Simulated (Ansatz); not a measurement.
## Decaying states in the gap of RbYF4

Aim: relax a made-up compound, RbYF4, and see how good a tunnel barrier it would be. It is built by putting Rb for Na in the NaYF4 structure of space group P4/mmm, with the volume rescaled by atomic radii. The parent structure comes from the Materials Project.

Calculated with Ansatz 0.2.0; LDA DFT, plane waves, PAW files, in the first sound run; inputs show where later runs differ.

Report form: the programs' logs are mostly left out.

The structure was built from a prototype and need not be the compound's stable phase.

### 1. Set-up

Symmetry: P4/mmm, No. 123, tetragonal system. The conventional cell has a = 4.031 Å, b = 4.031 Å, c = 5.785 Å, α = 90.00°, β = 90.00°, γ = 90.00°. Nearest to Rb lie 8 F at 2.54 Å. Nearest to Y lie 8 F at 2.43 Å. Nearest to F lie 2 Y at 2.43 Å and 2 Rb at 2.54 Å. It derives from NaYF4. Rb for Na in the NaYF4 structure of space group P4/mmm. Farther neighbours and most contacts between anions are not listed.

### 2. Relaxing the new crystal

The substituted atoms don't fit the parent's cell, so cell and atoms relax together. A small smearing keeps the run stable in case the gap closes on the way.

input.yaml reads:

```yaml
crystal:
  lattice:
    - [4.0309350973, 0.0, 0.0]
    - [0.0, 4.0309350973, 0.0]
    - [0.0, 0.0, 5.7852915559]
  atoms:
    - { symbol: Rb, position: [0.0, 0.0, 0.0] }
    - { symbol: "Y", position: [0.5, 0.5, 0.5] }
    - { symbol: F, position: [0.5, 0.0, 0.73387451] }
    - { symbol: F, position: [0.0, 0.5, 0.26612549] }
    - { symbol: F, position: [0.5, 0.0, 0.26612549] }
    - { symbol: F, position: [0.0, 0.5, 0.73387451] }
kpoints:
  mp_grid: { grid: [6, 6, 4] }
scf:
  occupations: { method: gaussian, width: 0.03 }
hamiltonian:
  xc: lda
output:
  forces: true
  stress: true
relax:
  f_tol: 0.02
  max_steps: 60
  cell: {}
```

Command:

```bash
$ ansatz run input.yaml --threads 2 --pin off --max-ram 4096MiB --backend cpu --events-out ev --progress --plain --runs-dir out
```

The job ended after 21 s (2 threads of Arm Neoverse V2, shared host; peak memory 0.39 GiB; 40 s of CPU time).

Step by step:

```
step  energy less that of the first step (eV)  largest force component (eV/Å)  pressure (GPa)  volume (Å³)
   1                                   0.0000                          1.9269           -5.89        94.00
   2                                  -0.8721                          0.2954            0.13        90.59
   3                                  -1.1424                          0.0341            0.51        89.97
   4                                  -1.1856                          0.0939           -0.10        90.71
   5                                  -1.1898                          0.0122            0.03        90.37
   6                                  -1.1898                          0.0007           -0.01        90.37
  7*                                  -1.2169                          0.0056            0.31        90.37
   8                                  -1.2216                          0.0033            0.07        90.71
   9                                  -1.2212                          0.0018           -0.02        90.81
 10*                                  -1.2237                          0.0016            0.04        90.81
  11                                  -1.2235                          0.0001            0.00        90.87
 12*                                  -1.2239                          0.0001            0.00        90.87
```

Relaxation steps marked * repeat the geometry before them on a plane-wave basis chosen anew for their cell, so energy and pressure can jump there.

Forces are held to the 16 operations that the run works with; a distortion that breaks them can't arise in this run.

```
conventional cell, symmetrised  before  after   change
                         a (Å)   4.031  3.778   -6.3 %
                         b (Å)   4.031  3.778   -6.3 %
                         c (Å)   5.785  6.366  +10.0 %
              volume (Å³/atom)   15.67  15.14   -3.3 %
```

The atoms that moved most (Å, as changes of fractional coordinates times the final cell):

```
atom     dx     dy      dz  length
  F3  0.000  0.000  -0.248   0.248
  F6  0.000  0.000  -0.248   0.248
  F5  0.000  0.000   0.248   0.248
  F4  0.000  0.000   0.248   0.248
```

The relaxed structure:

```xyz
6
Lattice="3.7779 0.0000 0.0000 0.0000 3.7779 0.0000 0.0000 0.0000 6.3664" Properties=species:S:1:pos:R:3 pbc="T T T"
Rb    0.0000    0.0000    0.0000
Y     1.8890    1.8890    3.1832
F     1.8890    0.0000    4.4242
F     0.0000    1.8890    1.9422
F     1.8890    0.0000    1.9422
F     0.0000    1.8890    4.4242
```

This step gave:

* free energy: -10102.6668 eV
* Fermi energy: 6.774 eV
* pressure: 0.003876 GPa

The largest force component on a free atom ends at 1.2e-4 eV/Å.

### 3. Band edges

The energy window and the wavevectors of the next steps follow from the band edges, so these are searched first, off the mesh as well.

input.yaml reads:

```yaml
crystal:
  lattice:
    - [3.7779349392, 0.0, 0.0]
    - [0.0, 3.7779349392, 0.0]
    - [0.0, 0.0, 6.3664044426]
  atoms:
    - { symbol: Rb, position: [0.0, 0.0, 0.0] }
    - { symbol: "Y", position: [0.5, 0.5, 0.5] }
    - { symbol: F, position: [0.5, 0.0, 0.6949269137] }
    - { symbol: F, position: [0.0, 0.5, 0.3050730863] }
    - { symbol: F, position: [0.5, 0.0, 0.3050730863] }
    - { symbol: F, position: [0.0, 0.5, 0.6949269137] }
kpoints:
  mp_grid: { grid: [6, 6, 4] }
  band_path: { path: [VBM, CBM], npoints: 30 }
scf:
  occupations: { method: fixed }
hamiltonian:
  xc: lda
output:
  eigenvalues: true
  write_potential: true
  write_density: true
  volumetric_format: npy
  elf: true
```

The job ended after 7.1 s (2 threads; peak memory 0.36 GiB).

Numbers from this step:

```
Fermi energy        : 3.719 eV
gap on the k-mesh   : 6.110 eV
gap on path         : 6.110 eV, by band count; negative where bands overlap
direct gap on path  : 6.632 eV
edge places on path : 0, 1.176 1/A along the path
```

The electronic bands at the labelled points (eV, zero at the Fermi level (highest filled level under fixed occupations); v1 is the highest filled band, c1 the lowest empty one):

```
  point     v4     v3     v2     v1    c1    c2    c3
    VBM  -1.11  -0.80  -0.21   0.00  6.63  7.37  8.95
halfway  -0.88  -0.71  -0.53  -0.36  7.14  7.83  8.61
    CBM  -0.60  -0.60  -0.60  -0.60  6.11  7.34  7.96
```

Electrostatic potential energy in the ac plane at fractional y = 0.000, with atoms of Rb and F within 0.2 Å of it. With pseudopotentials it is smooth inside the atoms' cores, unlike the true potential.

Values in eV, 23 rows by 14 columns, each cell a mean:
```
-99 -95 -54 -10   3   7   9  10   9   6   1 -21 -68 -97
-76 -60 -27  -3   5   8  10  10   9   8   4  -8 -35 -66
-23 -15  -4   4   8  10  10  10  10   9   7   2  -7 -18
  1   3   5   8   9  10   9   9  10  10   9   7   5   2
  7   8   9  10  10   6  -7 -12  -4   8  10  10   9   8
 10  11  11  11   8 -14 -32 -36 -28  -7  10  11  11  11
 11  11  12  11   5 -22 -38 -41 -35 -14   8  11  12  12
 11  12  12  11   7 -18 -35 -39 -32 -10   9  11  12  12
 12  12  12  11  10   0 -18 -22 -13   4  10  12  12  12
 11  11  11  11  11   9   5   3   7  10  11  11  11  11
 11  11  11  11  10  10   9   9   9  10  10  11  11  11
 11  11  11  11  10  10  10  10  10  10  10  11  11  11
 11  11  11  11  10  10   9   8   9  10  11  11  11  11
 12  12  12  11  10   4 -11 -16  -7   7  11  11  12  12
 12  12  12  11   8 -13 -32 -36 -28  -6  10  11  12  12
 11  11  12  11   5 -22 -39 -40 -36 -15   8  11  12  12
 10  11  11  11   7 -17 -34 -38 -31  -9   9  11  11  11
  9   9  10  10  10   0 -18 -22 -13   4  10  10  10   9
  3   4   6   9  10  10   9   7   9  10  10   8   6   4
-12  -7   0   5   8  10  10  11  10  10   8   4  -2  -9
-59 -45 -19   0   6   9  10  10  10   8   5  -5 -25 -50
-99 -90 -49  -9   3   8   9   9   9   7   2 -18 -61 -95
-99 -99 -65 -14   2   7   9   9   9   6   0 -26 -78 -99
```
Columns run along a (3.8 Å; values clipped at the 3rd and 97th percentile), rows up along c (6.4 Å). Atoms in or near the plane, at fractional coordinates: Rb at (0.00, 0.00), F at (0.50, 0.69), F at (0.50, 0.31).

Valence density in the ac plane at fractional y = 0.000, with atoms of Rb and F within 0.2 Å of it. It is the smooth field of the valence electrons, not physical close to the nuclei.

Ten steps, logarithmic in the rise over the least value, from '0' (0 e/Å³) to '9' (13 e/Å³), each cell a mean:
```
56542100013566
65532100012456
54421111111344
32211233321123
11112456532111
00013689853100
00024799963100
00014689863100
00012467642100
00001344321000
00000122110000
00000111110000
00001233321000
00012466542000
00013688753100
00024799963100
00013689853100
11112567642101
22211233321122
44321111111234
65532100012455
56542100013456
45643100013565
```
Columns run along a (3.8 Å), rows up along c (6.4 Å). Atoms in or near the plane, at fractional coordinates: Rb at (0.00, 0.00), F at (0.50, 0.69), F at (0.50, 0.31).

ELF in the ac plane at fractional y = 0.000, with atoms of Rb and F within 0.2 Å of it. It is the smooth field of the valence electrons, not physical close to the nuclei.

Values, 23 rows by 14 columns, each cell a mean:
```
0.24 0.52 0.81 0.85 0.66 0.23 0.03 0.01 0.06 0.34 0.73 0.86 0.76 0.44
0.72 0.80 0.86 0.77 0.43 0.10 0.04 0.04 0.04 0.16 0.52 0.83 0.85 0.78
0.86 0.85 0.78 0.45 0.14 0.08 0.20 0.26 0.15 0.07 0.18 0.59 0.81 0.86
0.73 0.64 0.39 0.11 0.11 0.35 0.60 0.66 0.54 0.27 0.09 0.17 0.47 0.67
0.30 0.21 0.09 0.09 0.35 0.68 0.80 0.81 0.78 0.61 0.27 0.06 0.11 0.24
0.03 0.02 0.04 0.28 0.65 0.80 0.76 0.70 0.78 0.79 0.58 0.16 0.03 0.02
0.01 0.02 0.08 0.42 0.73 0.80 0.63 0.49 0.70 0.80 0.69 0.29 0.05 0.01
0.01 0.02 0.10 0.44 0.71 0.80 0.69 0.60 0.74 0.80 0.67 0.31 0.06 0.01
0.01 0.01 0.08 0.34 0.60 0.76 0.79 0.78 0.79 0.73 0.55 0.24 0.05 0.01
0.01 0.01 0.04 0.18 0.36 0.53 0.64 0.66 0.61 0.49 0.32 0.12 0.03 0.01
0.00 0.01 0.02 0.05 0.09 0.13 0.17 0.18 0.16 0.12 0.08 0.04 0.01 0.01
0.00 0.01 0.02 0.04 0.06 0.09 0.11 0.12 0.10 0.08 0.06 0.03 0.01 0.01
0.00 0.01 0.03 0.12 0.25 0.39 0.49 0.51 0.47 0.36 0.22 0.08 0.02 0.01
0.01 0.01 0.07 0.31 0.56 0.73 0.79 0.79 0.78 0.70 0.51 0.21 0.05 0.01
0.01 0.02 0.09 0.42 0.69 0.80 0.73 0.68 0.76 0.79 0.65 0.30 0.06 0.01
0.01 0.02 0.09 0.44 0.73 0.80 0.62 0.48 0.69 0.80 0.69 0.30 0.06 0.01
0.02 0.02 0.05 0.32 0.68 0.80 0.72 0.64 0.76 0.80 0.62 0.20 0.03 0.02
0.15 0.09 0.05 0.14 0.47 0.76 0.81 0.80 0.81 0.71 0.39 0.08 0.05 0.11
0.66 0.55 0.29 0.08 0.14 0.44 0.67 0.72 0.62 0.35 0.10 0.12 0.36 0.58
0.86 0.83 0.70 0.32 0.09 0.12 0.31 0.38 0.25 0.09 0.11 0.45 0.75 0.84
0.80 0.84 0.85 0.71 0.33 0.08 0.06 0.07 0.05 0.11 0.42 0.79 0.86 0.83
0.37 0.60 0.83 0.84 0.62 0.20 0.03 0.02 0.05 0.30 0.70 0.86 0.79 0.53
0.05 0.34 0.77 0.86 0.73 0.31 0.03 0.01 0.08 0.43 0.78 0.86 0.69 0.23
```
Columns run along a (3.8 Å), rows up along c (6.4 Å). Atoms in or near the plane, at fractional coordinates: Rb at (0.00, 0.00), F at (0.50, 0.69), F at (0.50, 0.31).

The searched edges give 6.11 eV, as on the mesh.

### 4. Decaying states in the gap

This step: LDA DFT, plane waves, PAW files; complex bands by layer matching along the plane's normal (Ansatz 0.2.0).

The same crystal is laid in a cell whose first two vectors span the (100) plane (indices of the standard conventional cell, whose axes can be ordered otherwise than in the bulk input). At fixed energy and wavevector in the plane the solver finds all kz, real and complex. A few wavevectors are listed, (0, 0), (-0.5, -0.0208) and (0.5, 0) in units of the plane's reciprocal vectors; the slowest state needn't be among them.

input.yaml reads:

```yaml
crystal:
  lattice:
    - [3.777934939, 0.0, 0.0]
    - [0.0, 6.366404443, 0.0]
    - [0.0, 0.0, 3.777934939]
  atoms:
    - { symbol: Rb, position: [0.0, 0.0, 0.0] }
    - { symbol: "Y", position: [0.5, 0.5, 0.5] }
    - { symbol: F, position: [0.0, 0.6949269137, 0.5] }
    - { symbol: F, position: [0.5, 0.3050730863, 0.0] }
    - { symbol: F, position: [0.0, 0.3050730863, 0.5] }
    - { symbol: F, position: [0.5, 0.6949269137, 0.0] }
kpoints:
  mp_grid: { grid: [6, 4, 6] }
scf:
  occupations: { method: fixed }
hamiltonian:
  xc: lda
output:
  eigenvalues: true
  transmission:
    leads: [[0, 0]]
    kpoints: [[0.0, 0.0], [-0.5, -0.0208], [0.5, 0.0]]
    e_range: [-1.0, 7.11]
    de: 0.2
```

It took 42 s on 2 threads; peak memory 0.61 GiB; 68 s of CPU time.

This step gave:

| Quantity | Value |
| --- | --- |
| level to which the leads are filled | 3.055 eV from the Fermi level |
| decay constant at the filling level, zone centre | 0.5122 Å⁻¹ |
| decay constant at the filling level, slowest listed point | 0.5122 Å⁻¹ |

K parallel (0, 0); values up to 1.5 1/Å, a degenerate pair printed once or twice; energies at which all values exceed this have no row. Table of Im kz of the slowest decaying states by energy, zero at the highest filled level on the SCF mesh:

```
energy (eV)  decay 1 (Å⁻¹)  decay 2 (Å⁻¹)  decay 3 (Å⁻¹)  decay 4 (Å⁻¹)
      -1.00          0.530          0.584          0.587          0.762
      -0.40          0.216          0.301          0.328          0.358
       0.00          0.345          0.479          0.539          0.556
       0.20          0.384          0.534          0.608          0.617
       0.80          0.461          0.645          0.684          0.717
       1.20          0.491          0.692          0.693          0.722
       1.80          0.516          0.699          0.720          0.744
       2.40          0.522          0.699          0.712          0.778
       3.00          0.512          0.693          0.699          0.800
       3.60          0.488          0.682          0.682          0.812
       4.20          0.448          0.662          0.665          0.782
       4.80          0.389          0.638          0.641          0.741
       5.20          0.335          0.618          0.620          0.709
       5.80          0.207          0.576          0.581          0.649
       6.40          0.509          0.518          0.577          0.728
       7.00          0.347          0.359          0.512          0.681
```

K parallel (-0.5, -0.0208); values up to 1.5 1/Å, a degenerate pair printed once or twice; energies at which all values exceed this have no row. Table of Im kz of the slowest decaying states by energy, zero at the highest filled level on the SCF mesh:

```
energy (eV)  decay 1 (Å⁻¹)  decay 2 (Å⁻¹)  decay 3 (Å⁻¹)  decay 4 (Å⁻¹)
      -1.00          0.346          0.622           1.09           1.18
      -0.60         0.0844          0.228          0.469          0.556
      -0.20         0.0579          0.367          0.514          0.724
       0.00         0.0167          0.326          0.410          0.613
       0.20          0.281          0.446          0.466          0.691
       0.60          0.463          0.500          0.733          0.811
       1.00          0.541          0.573          0.780          0.853
       1.40          0.572          0.651          0.763          0.802
       1.80          0.596          0.710          0.751          0.775
       2.20          0.614          0.741          0.754          0.755
       2.60          0.629          0.730          0.733          0.760
       3.00          0.639          0.712          0.719          0.737
       3.40          0.646          0.687          0.705          0.715
       3.80          0.654          0.690          0.693          0.845
       4.20          0.631          0.646          0.670          0.672
       4.60          0.592          0.644          0.646          0.652
       5.00          0.547          0.621          0.627          0.638
       5.40          0.492          0.594          0.597          0.627
       5.80          0.422          0.561          0.566          0.613
       6.20          0.321          0.514          0.535          0.593
       6.60         0.0950          0.446          0.502          0.567
       7.00          0.309          0.426          0.466          0.534
```

K parallel (0.5, 0); values up to 1.5 1/Å, a degenerate pair printed once or twice; energies at which all values exceed this have no row. Table of Im kz of the slowest decaying states by energy, zero at the highest filled level on the SCF mesh:

```
energy (eV)  decay 1 (Å⁻¹)  decay 2 (Å⁻¹)  decay 3 (Å⁻¹)  decay 4 (Å⁻¹)
      -1.00          0.346          0.625           1.09           1.17
      -0.40          0.310          0.370          0.641          0.652
       0.00         0.0160          0.326          0.410          0.612
       0.20          0.281          0.445          0.466          0.690
       0.80          0.522          0.523          0.793          0.825
       1.20          0.557          0.615          0.770          0.821
       1.80          0.596          0.710          0.751          0.775
       2.40          0.622          0.735          0.743          0.771
       3.00          0.639          0.712          0.718          0.737
       3.60          0.647          0.674          0.698          0.704
       4.20          0.628          0.648          0.670          0.672
       4.80          0.569          0.633          0.640          0.642
       5.20          0.520          0.608          0.613          0.634
       5.80          0.421          0.561          0.566          0.613
       6.40          0.243          0.483          0.519          0.581
       7.00          0.309          0.425          0.466          0.534
```

At the listed wavevectors the last open channel is at -0.20 eV and the next at +6.20 eV on the grid. At +3.00 eV, the grid energy nearest the filling level (the middle of the gap on the SCF mesh), the slowest state at the listed wavevectors decays with κ = 0.512 Å⁻¹, its amplitude falling by e over 2.0 Å. Through 1 nm of this crystal that state's transmission falls by exp(−2 × 0.512 Å⁻¹ × 10 Å) = 3.6e-5.

[end of part 1 of 2]

[Logs are printed without paths, hosts, clocks, repeated set-up lines and the standing remarks that a program may print on its own settings, such as how far it seeks lower states.]

[Hosts, paths, dates, database ids (printed as entryN), source tags and the programs' standing remarks are cut or masked in the printed files.]
